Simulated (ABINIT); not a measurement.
## Beyond one shot: In2O3 (R-3c)

How far does self-consistency move the gap of In2O3 (R-3c)?

Method: LDA and many-body steps on it, plane waves, in ABINIT 10.8.3.

**The experiments to reproduce.**

- Gap 3.08 eV: optical gap from linear extrapolation of the absorption edge; UV-visible absorption, Tauc-type extrapolation; powder (hydrothermally grown microspheres, annealed at 400 C) (“Fabrication and performance enhancement of an In2O3/BiVO4 heterojunction for N-butanol gas sensing applications”, 2024, pmc:11650617).

## (1) The starting structure

It takes space group R-3c (No. 167, trigonal). The conventional cell has a = 5.487 Å, b = 5.487 Å, c = 14.510 Å, α = 90.00°, β = 90.00°, γ = 120.00°. Nearest to In lie 6 O at 2.12 to 2.26 Å. Nearest to O lie 4 In at 2.12 to 2.26 Å. Farther neighbours and most contacts between anions are not listed.

The cell and positions come from the Crystallography Open Database and are kept as given unless a step says otherwise. This is not the form that In2O3 usually takes at ambient conditions.

## (2) Empty states on the mesh, 4×4×4 mesh, 140 bands

This step: ABINIT 10.8.3; DFT, LDA, plane waves, norm-conserving pseudopotentials.

The sums over transitions need many empty states on a uniform mesh; this step solves for them.

run.abi reads:

```
acell 3*1.0 Angstrom
rprim 
  2.743499999981 1.583960463511 4.836666666700
  -2.743499999981 1.583960463511 4.836666666700
  -0.000000000000 -3.167920927022 4.836666666700
ntypat 2
znucl 49 8
natom 10
typat 1 1 1 1 2 2 2 2 2 2
xred 
  0.357310000000 0.357310000000 0.357310000000
  0.142690000000 0.142690000000 0.142690000000
  0.642690000000 0.642690000000 0.642690000000
  0.857310000000 0.857310000000 0.857310000000
  0.548000000000 0.952000000000 0.250000000000
  0.250000000000 0.548000000000 0.952000000000
  0.952000000000 0.250000000000 0.548000000000
  0.452000000000 0.048000000000 0.750000000000
  0.750000000000 0.452000000000 0.048000000000
  0.048000000000 0.750000000000 0.452000000000
pp_dirpath "pseudos"
pseudos "In.upf, O.upf"
ecut 42
ngkpt 4 4 4
nshiftk 1
shiftk 0 0 0
kptopt 1
chksymbreak 0
iscf -2
irdden 1
istwfk *1
nband 140
nbdbuf 12
tolwfr 1e-09
nstep 60
prtvol 0
indata_prefix "in"
outdata_prefix "out"
tmpdata_prefix "tmp"
```

The run is started by

```bash
$ OMP_NUM_THREADS=1 mpirun -n 4 abinit run.abi > log
```

Numbers of over 12 decimals in the logs are rounded to 6 here.

What it wrote:

```text
.Version 10.8.3 of ABINIT. v10.8.2 released Aug 2026.

 Symmetries : space group R-3 c (#167); Bravais hR (rhombohedral)
[... echo of the input left out ...]
== DATASET  1 ==================================================================
-   mpi_nproc: 4, omp_nthreads: 1 (-1 if OMP is not activated)

--- !DatasetInfo
iteration_state: {dtset: 1, }
dimensions: {natom: 10, nkpt: 13, mband: 140, nsppol: 1, nspinor: 1, nspden: 1, mpw: 11092, }
cutoff_energies: {ecut:  42.0, pawecutdg:  -1.0, }
[...]
1.39538    1.42205    1.42205    1.45076    1.47567    1.48128    1.48128    1.48779
   1.49896    1.49896    1.52637    1.52637    1.55435    1.55495    1.56484    1.56484
   1.60467    1.61412    1.61630    1.62670
 prteigrs : prtvol=0 or 1, do not print more k-points.

== END DATASET(S) ==============================================================
================================================================================

 -outvars: echo values of variables after computation  --------
            nband         140
             nkpt          13
          spgroup         167
 [... the other variables as echoed above ...]

 Calculation completed.
```

The job ended after 2.9 min (4 MPI ranks of Arm Neoverse V2, shared host; peak memory 0.72 GiB).

This step gave:

| Property | Result |
| --- | --- |
| gap | 1.199 eV |
| k of the valence top | 0.25, 0, 0 |
| k of the conduction bottom | 0, 0, 0 |
| least direct gap | 1.246 eV |
| k points computed | 13 |
| lowest point of the top converged band, above the valence top | 33.36 eV |

On this mesh the gap is 1.199 eV.

The density comes from a self-consistent run that is not shown.

## (3) Screening, 4×4×4 mesh, 128 bands, screening to 89.8 eV

The RPA dielectric matrix is built and inverted for each q.

This step: RPA screening on LDA, plane waves, norm-conserving pseudopotentials.

run.abi, as its differences from that of step 2:

```diff
@@ -28,10 +28,11 @@
 chksymbreak 0
-iscf -2
-irdden 1
 istwfk *1
-nband 140
-nbdbuf 12
-tolwfr 1e-09
-nstep 60
-prtvol 0
+occopt 1
+irdwfk 1
+optdriver 3
+nband 128
+ecuteps 3.3
+inclvkb 2
+awtr 1
+symchi 1
 indata_prefix "in"
```

What it wrote:

```text
.Version 10.8.3 of ABINIT. v10.8.2 released Aug 2026.

 Symmetries : space group R-3 c (#167); Bravais hR (rhombohedral)
[... echo of the input left out ...]
== DATASET  1 ==================================================================
-   mpi_nproc: 4, omp_nthreads: 1 (-1 if OMP is not activated)

--- !DatasetInfo
iteration_state: {dtset: 1, }
dimensions: {natom: 10, nkpt: 13, mband: 128, nsppol: 1, nspinor: 1, nspden: 1, mpw: 11092, }
cutoff_energies: {ecut:  42.0, pawecutdg:  -1.0, }
electrons: {nelect:   1.20000000E+02, charge:   0.00000000E+00, occopt:   1.00000000E+00, tsmear:   1.00000000E-02, }

 SCREENING: Calculation of the susceptibility and dielectric matrices

 Based on a program developped by R.W. Godby, V. Olevano, G. Onida, and L. Reining.
 Incorporated in ABINIT by V. Olevano, G.-M. Rignanese, and M. Torrent.
.Using double precision arithmetic ; gwpc =  8

[... cell and pseudopotentials left out ...]
--------------------------------------------------------------------------------

 ==== K-mesh for the wavefunctions ====
 Number of points in the irreducible wedge :    13
[... list of points left out ...]
 Together with 12 symmetry operations and time-reversal symmetry
 yields    64 points in the full Brillouin Zone.

 ==== Q-mesh for the screening function ====
 Number of points in the irreducible wedge :    13
[... list of points left out ...]
 Together with 12 symmetry operations and time-reversal symmetry
 yields    64 points in the full Brillouin Zone.

 setmesh: FFT mesh size selected  =    48x   48x   48
          total number of points  =       110592

 vcoul_init : cutoff-mode = AUXILIARY_FUNCTION
 q-points for optical limit:   1
     1)      0.000010    0.000020    0.000030

- screening: taking advantage of time-reversal symmetry
- Maximum band index for partially occupied states nbvw = 60
- Remaining bands to be divided among processors   nbcw = 68
- Number of bands treated by each node ~17

 Number of electrons calculated from density =  120.0000; Expected =  120.0000
 average of density, n =  0.141006
 r_s =    1.1919
 omega_plasma =   36.2222 [eV]

 calculating chi0 at frequencies [eV] :
  1    0.000000E+00    0.000000E+00
  2    0.000000E+00    3.622218E+01

--------------------------------------------------------------------------------
  q-point number  1        q = ( 0.000000, 0.000000, 0.000000) [r.l.u.]
--------------------------------------------------------------------------------
[... chi0 elements left out ...]
 For q-point:  0.000010 0.000020 0.000030
  dielectric constant =   5.0561
  dielectric constant without local fields =   5.2396

  Average fulfillment of the sum rule on Im[epsilon] for q-point    1 :     26.95  [%]
[... wings left out ...]
  q-point number  2        q = ( 0.250000, 0.000000, 0.000000) [r.l.u.]
--------------------------------------------------------------------------------
[... chi0 elements left out ...]
  Average fulfillment of the sum rule on Im[epsilon] for q-point    2 :     35.85  [%]

 [... 11 further q-points ...]
```

Wall time 17 min (4 MPI ranks); peak memory 8.2 GiB; 68 min of CPU time.

This step gave:

| Property | Result |
| --- | --- |
| ε∞ with local fields, on this mesh, along the program's q direction | 5.056 |
| the same without local fields | 5.240 |
| plasma frequency | 36.22 eV |
| plane waves in the screening matrix | 259 |

Local fields lower ε∞ by 4 %.

## (4) G0W0

The self-energy is evaluated for the states that the input lists, and the levels follow from it, in one-shot runs by the linearised quasiparticle equation.

This step: G0W0 on LDA, plane waves, norm-conserving pseudopotentials.

run.abi, as its differences from that of step 3:

```diff
@@ -31,8 +31,17 @@
 irdwfk 1
-optdriver 3
+optdriver 4
 nband 128
+gwcalctyp 0
+ecutsigx 42
+symsigma 1
+nkptgw 2
+kptgw 
+  0.2500000000 0.0000000000 0.0000000000
+  0.0000000000 0.0000000000 0.0000000000
+bdgw 
+  59 62
+  59 62
 ecuteps 3.3
-inclvkb 2
-awtr 1
-symchi 1
+irdscr 1
+ppmodel 1
 indata_prefix "in"
```

What it wrote:

```text
.Version 10.8.3 of ABINIT. v10.8.2 released Aug 2026.

 Symmetries : space group R-3 c (#167); Bravais hR (rhombohedral)
[... echo of the input left out ...]
== DATASET  1 ==================================================================
-   mpi_nproc: 4, omp_nthreads: 1 (-1 if OMP is not activated)

--- !DatasetInfo
iteration_state: {dtset: 1, }
dimensions: {natom: 10, nkpt: 13, mband: 128, nsppol: 1, nspinor: 1, nspden: 1, mpw: 11092, }
cutoff_energies: {ecut:  42.0, pawecutdg:  -1.0, }
electrons: {nelect:   1.20000000E+02, charge:   0.00000000E+00, occopt:   1.00000000E+00, tsmear:   1.00000000E-02, }

 SIGMA: Calculation of the GW corrections

 Based on a program developped by R.W. Godby, V. Olevano, G. Onida, and L. Reining.
 Incorporated in ABINIT by V. Olevano, G.-M. Rignanese, and M. Torrent.
.Using double precision arithmetic ; gwpc =  8

[... cell and pseudopotentials left out ...]
--------------------------------------------------------------------------------

 ==== K-mesh for the wavefunctions ====
 Number of points in the irreducible wedge :    13
[... list of points left out ...]
 Together with 12 symmetry operations and time-reversal symmetry
 yields    64 points in the full Brillouin Zone.

 ==== Q-mesh for screening function ====
 Number of points in the irreducible wedge :    13
[... list of points left out ...]
 Together with 12 symmetry operations and time-reversal symmetry
 yields    64 points in the full Brillouin Zone.

 vcoul_init : cutoff-mode = AUXILIARY_FUNCTION
 q-points for optical limit:   1
     1)      0.000010    0.000020    0.000030
 setmesh: FFT mesh size selected  =    64x   64x   64
          total number of points  =       262144

 Number of electrons calculated from density =  120.0000; Expected =  120.0000
 average of density, n =  0.141006
 r_s =    1.1919
 omega_plasma =   36.2222 [eV]

 === KS Band Gaps ===
  >>>> For spin  1
   Minimum direct gap =   1.2462 [eV], located at k-point      :   0.0000  0.0000  0.0000
   Fundamental gap    =   1.1993 [eV], Top of valence bands at :   0.2500  0.0000  0.0000
                                       Bottom of conduction at :   0.0000  0.0000  0.0000
 SIGMA fundamental parameters:
 PLASMON POLE MODEL  1
 number of plane-waves for SigmaX                11031
 number of plane-waves for SigmaC and W            259
 number of plane-waves for wavefunctions         11031
 number of bands                                   128
 number of independent spin polarizations            1
 number of spinorial components                      1
 number of k-points in IBZ                          13
 number of q-points in IBZ                          13
 number of symmetry operations                      12
 number of k-points in BZ                           64
 number of q-points in BZ                           64
 number of frequencies for dSigma/dE                 9
 frequency step for dSigma/dE [eV]                0.25
 number of omega for Sigma on real axis              0
 max omega for Sigma on real axis  [eV]           0.00
 zcut for avoiding poles [eV]                     0.10

 EPSILON^-1 parameters (SCR file):
 dimension of the eps^-1 matrix on file            259
 dimension of the eps^-1 matrix used               259
 number of plane-waves for wavefunctions         11031
 number of bands                                   128
 number of q-points in IBZ                          13
 number of frequencies                               2
 number of real frequencies                          1
 number of imag frequencies                          1

 matrix elements of self-energy operator (all in [eV])

 Perturbative Calculation

--- !SelfEnergy_ee
iteration_state: {dtset: 1, }
kpoint     : [   0.250,    0.000,    0.000, ]
spin       : 1
KS_gap     :    2.787
QP_gap     :    4.376
Delta_QP_KS:    1.589
data: !SigmaeeData |
     Band     E0 <VxcDFT>   SigX SigC(E0)      Z dSigC/dE  Sig(E)    E-E0       E
       59   4.998 -20.100 -25.451   5.164   0.781  -0.280 -20.246  -0.146   4.852
       60   5.164 -20.301 -25.627   5.158   0.781  -0.280 -20.432  -0.131   5.033
       61   7.951 -16.821 -13.220  -1.833   0.825  -0.212 -15.363   1.458   9.409
       62  10.984 -16.835 -11.233  -2.935   0.830  -0.204 -14.620   2.214  13.198

--- !SelfEnergy_ee
iteration_state: {dtset: 1, }
kpoint     : [   0.000,    0.000,    0.000, ]
spin       : 1
KS_gap     :    1.246
QP_gap     :    2.700
Delta_QP_KS:    1.454
data: !SigmaeeData |
     Band     E0 <VxcDFT>   SigX SigC(E0)      Z dSigC/dE  Sig(E)    E-E0       E
       59   5.117 -20.966 -26.027   4.913   0.786  -0.272 -21.082  -0.116   5.001
       60   5.117 -20.966 -26.027   4.913   0.786  -0.272 -21.082  -0.116   5.001
       61   6.363 -15.066 -11.194  -2.281   0.841  -0.189 -13.727   1.338   7.701
       62  10.594 -13.715  -8.361  -3.268   0.841  -0.189 -11.961   1.754  12.347

== END DATASET(S) ==============================================================
================================================================================

 -outvars: echo values of variables after computation  --------
           etotal      0.0000000000E+00
            nband         128
             nkpt          13
          spgroup         167
 [... the other variables as echoed above ...]

 Calculation completed.
```

Elapsed: 40 s, on 4 MPI ranks; peak memory 4.4 GiB; 2.7 min of CPU time.

Numbers from this step:

| Property | Result |
| --- | --- |
| G0W0 gap on the points computed | 2.668 eV |
| starting gap on the mesh | 1.199 eV |
| k of the valence top | 0.25, 0, 0 |
| k of the conduction bottom | 0, 0, 0 |
| Z at the valence top | 0.781 |
| Z at the conduction bottom | 0.841 |
| least direct G0W0 gap on the computed points | 2.700 eV |

The gap on the mesh goes from 1.20 eV to 2.67 eV, a correction of +1.47 eV.

(Continued in part 2 of 2.)

[Paths, hosts, dates, memory and timing lines, banners, echoed tables and standing remarks are left out of the program output.]

[Logs are printed without paths, hosts, clocks, repeated set-up lines and the standing remarks that a program may print on its own settings, such as how far it seeks lower states.]

[Runs of the session that timed out or met a known fault of the program may be left out.]

[Hosts, paths, dates, database ids (printed as entryN), source tags and the programs' standing remarks are cut or masked in the printed files.]

[G0W0 gaps are taken among the corrected bands and points alone; a level outside them can change the order at an edge.]

[Where Ansatz stands beside ABINIT at settings called matched, ABINIT's density can come from a denser mesh and the files from another edition; pairs whose starting gaps differed by over 0.03 eV were left out, so agreement reads better than it is.]
